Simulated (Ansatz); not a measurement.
# Pb-Y-Pb stack of (100) layers: lattice stability ahead of a resistivity run, part 3 of 3

Question: is the lattice of Pb-Y-Pb stack of (100) layers stable, and if so, what are its coupling constant and resistivity?

Ansatz 0.2.0; DFT PBEsol, scalar-relativistic, plane waves, PAW; PAW set soft_1.

So far, lowest on path (cm⁻¹): step 6 (phonons: q 2×2×1, k 6×6×1) -39.9.

## 7. Coupling and resistivity: q 2×2×1, k 6×6×1, scattering 12×12×1

Phonons, couplings and the Boltzmann equation in one run.

Input file input.yaml:

```yaml
crystal:
  lattice:
    - [3.3010531626, 0.0, 0.0]
    - [0.0, 3.3010531626, 0.0]
    - [0.0, 0.0, 33.9914332642]
  atoms:
    - { symbol: Pb, position: [0.0, 0.0, 0.1644333601] }
    - { symbol: "Y", position: [0.5, 0.5, 0.2367614198] }
    - { symbol: Pb, position: [0.0, 0.0, 0.3090894795] }
  periodic: [true, true, false]
kpoints:
  mp_grid: { grid: [6, 6, 1] }
hamiltonian:
  xc: pbesol
  pseudopotentials: { kind: paw, azcp: { folder: soft_1 }, xc_functional: pbe }
scf:
  occupations: { method: methfessel_paxton, width: 0.2 }
output:
  eigenvalues: true
phonons:
  method: dfpt
  qmesh: [2, 2, 1]
  temperatures: { t_max: 1000, t_step: 50 }
  qpath:
    path: [[0.0, 0.0, 0.0], [0.0, 0.5, 0.0], [0.5, 0.5, 0.0], [0.0, 0.0, 0.0]]
    npoints: 10
  electrical_resistivity:
    mesh: [12, 12, 1]
    temperatures: [20.0, 50.0, 77.0, 100.0, 150.0, 200.0, 300.0, 400.0, 600.0, 800.0]
```

Started as:

```
> ansatz run input.yaml --threads 4 --pin off --max-ram 12288MiB --backend cpu --events-out ev --progress --plain --runs-dir out
```

The program printed:

```text
[the first part of the log is left out]
  E_xc         = -585.004166
  E_vxc        = -480.606768  (∫ρ·V_xc dr)
  E_paw        = -23252.825419  (= ΣΔE_a)
  E_vpaw       = -585.687125  (= ΣTr[D̂ρ^β])
  E_aug_tail   = 0.000006  (compensation charges beyond the density's cutoff)
  E_ewald      = 34960.759196
  E_core_change = 0.273114  (= ΣΔE_core)
  E_smearing   = -0.014900  (= −TS)
  E_closure    = -0.000000  (closes the sum)
  Σ components = -27309.528571   (vs F -27309.528571, Δ=0.00e0)
--- Band table (eV; the first three rows and the last of 10) ---
  k-point 0: bands = ["-47.3192", "-27.3979", "-27.0525", "-27.0525", "-21.3157", "-21.3150", "-21.0431", "-21.0364", "-20.8556", "-20.8556", "-20.8506", "-20.8506", "-20.8390", "-20.8389", "-14.7170", "-14.3271", "-8.1059", "-5.6800", "-4.9889", "-4.2853", "-1.8164 (-1.8164°)", "-1.8164 (-1.8164°)", "-0.6855", "-0.3984"]
  k-point 1: bands = ["-47.3042", "-27.3758", "-27.2241", "-27.0375", "-21.2516", "-21.2512", "-20.9961", "-20.9911", "-20.8952", "-20.8928", "-20.8730", "-20.8722", "-20.8514", "-20.8483", "-14.3289", "-14.0147", "-7.5949", "-5.5960", "-4.7789", "-4.0295", "-3.0841", "-2.1224", "-1.5647", "-0.5297"]
  k-point 2: bands = ["-47.2740", "-27.5516", "-27.3311", "-27.0072", "-21.1742", "-21.1732", "-20.9822", "-20.9669", "-20.9399", "-20.9378", "-20.8526", "-20.8520", "-20.8436", "-20.8435", "-13.2482", "-13.1482", "-6.7489", "-6.1891", "-6.0585", "-5.0832", "-4.1860", "-1.7452", "-1.6191", "-1.0005"]
  k-point 9: bands = ["-47.2003", "-27.6119", "-27.6119", "-27.2275", "-21.1606", "-21.1466", "-21.0029", "-21.0029", "-20.9879", "-20.9879", "-20.7911", "-20.7817", "-20.6651", "-20.6651", "-10.4823", "-10.0893", "-6.5387", "-6.5387", "-5.8203", "-5.6750", "-5.6750", "-2.9647", "-1.7239", "-1.7239"]
  ° read free of the cell's end (the report's vacuum.weakly_bound_levels)
--- Phonons (Γ-DFPT): 6 representative perturbations + reference (Σ response iterations 29) ---
  ASR residual: 4.099e-5 → 0.000e0 eV/Å²; symmetrization residual: 4.011e-7 eV/Å²
  The last average, over the group as it would stand without the narrowing to the FFT grids, took up to 8.102e-8 eV/Å² of the zone centre's force constants
  ASR residual per site (eV/Å²): 1.76e-5 4.10e-5 1.78e-5
  Γ frequencies (cm⁻¹): 0.00 0.00 0.00 35.96 35.96 56.16 91.73 91.73 117.69
--- Phonons (arbitrary-q DFPT): 3 irreducible q on the 2×2×1 mesh ---
  q = [0.0000, 0.0000, 0.0000] (star 1, of the zone-centre solve; hermiticity 2.15e-7, symmetrization 5.73e-12, taken by the last average 2.17e-8): -0.00 -0.00 -0.00 35.96 35.96 56.16 91.73 91.73 117.69
  q = [0.0000, -0.5000, 0.0000] (star 2, 9 solved perturbations on 16 of 36 k-point pairs; hermiticity 1.49e-7, symmetrization 6.79e-10, taken by the last average 2.97e-8): -26.51 -24.42 21.22 35.30 36.82 66.54 77.46 126.25 151.50
  q = [-0.5000, -0.5000, 0.0000] (star 1, 6 solved perturbations in 78 linear systems a pass and spin channel, the states on 16 of 36 k-point pairs; hermiticity 5.82e-8, symmetrization 9.36e-10, taken by the last average 1.07e-8): -34.47 44.35 66.63 66.63 79.25 79.25 92.24 154.56 154.56
  sum rule: each row above includes the acoustic sum rule's correction from the zone centre's row sums; it moved no ω² by more than (0.35 cm⁻¹)²
  mesh force constants: q→R imaginary residual 1.81e-17; ASR residual 4.099e-5 → 0.000e0 eV/Å²; symmetrization residual 3.553e-15 eV/Å²
  interpolated dispersion: 31 rows × 9 modes
  density of states and harmonic sums: on the 20×20×1 q-mesh, interpolated from the force constants of a 2×2×1 supercell (no non-analytic term)
  largest difference from the sums on the solved wave vectors: F 2.52e-1 eV, S 3.30e-4 and C_V 7.84e-5 eV/K
  zero-point energy: 0.035760 eV/cell   skipped modes (ω ≤ 0): 75, of them read as no rigid motion or as one in doubt: 72 (1.083e0 modes/cell left out, lowest -39.90 cm⁻¹)   left out of the sums: 1.21e-1 of the cell's modes: C_V's classical limit lies that fraction below 3 k_B per atom; for a crystal, a wire or a layer, F and S can be off by more, and a phonons.interpolated_qmesh denser along its periods is the remedy for the sampling
Error: electrical resistivity: the mode of lowest frequency at the wavevector [0.0000, 0.3333, 0.0000] is imaginary, -39.77 cm⁻¹ (written negative): the force constants describe an unstable lattice; relax the structure, enlarge phonons.supercell (under dfpt, kpoints.mp_grid), or, with a block electrical_resistivity or superconductivity, name a file of force constants under which the crystal is stable (phonons.electron_phonon_force_constants)
The harmonic force constants that this run solved are whole in <dir>
```

It took 1.8 min on 4 threads of Arm Neoverse V2, shared host; peak memory 1.3 GiB.

The run ended with an error.

The program's message: “electrical resistivity: the mode of lowest frequency at the wavevector [0.0000, 0.3333, 0.0000] is imaginary, -39.77 cm⁻¹ (written negative): the force constants describe an unstable lattice; relax th …”

The run stops because a mode is imaginary on the scattering mesh, where no scattering rate is defined; denser k meshes, other smearings and, between solved wavevectors, finer q meshes show whether the instability is real.

## 8. Results

```json
{
 "phonon run of the rows without a label of their own": "PBEsol, q 2×2×1, k 6×6×1",
 "softest mode on the q mesh": "-34.5 cm⁻¹ at q = (0.5, 0.5, 0)",
 "highest frequency, solved or plainly interpolated": "155 cm⁻¹"
}
```

**Reading.** The lattice is dynamically unstable at this level: a mode at q = (0.5, 0.5, 0) is imaginary, 34.5i cm⁻¹, so no harmonic coupling constant or resistivity is defined for this structure. These meshes are coarse, and single modes of a metal can move by tens of cm⁻¹ with the k mesh. The mode is weak and these meshes are coarse, so a denser k mesh or another smearing could remove it. Spin–orbit coupling, left out here, matters for Pb. The PAW files were made for PBE; under other functionals the run regenerates their frozen core. The structure was built by hand as an ordered model, and its stability against other phases was not tested.

[Logs are printed without paths, hosts, clocks, repeated set-up lines and the standing remarks that a program may print on its own settings, such as how far it seeks lower states.]

[Hosts, paths, dates, database ids (printed as entryN), source tags and the programs' standing remarks are cut or masked in the printed files.]
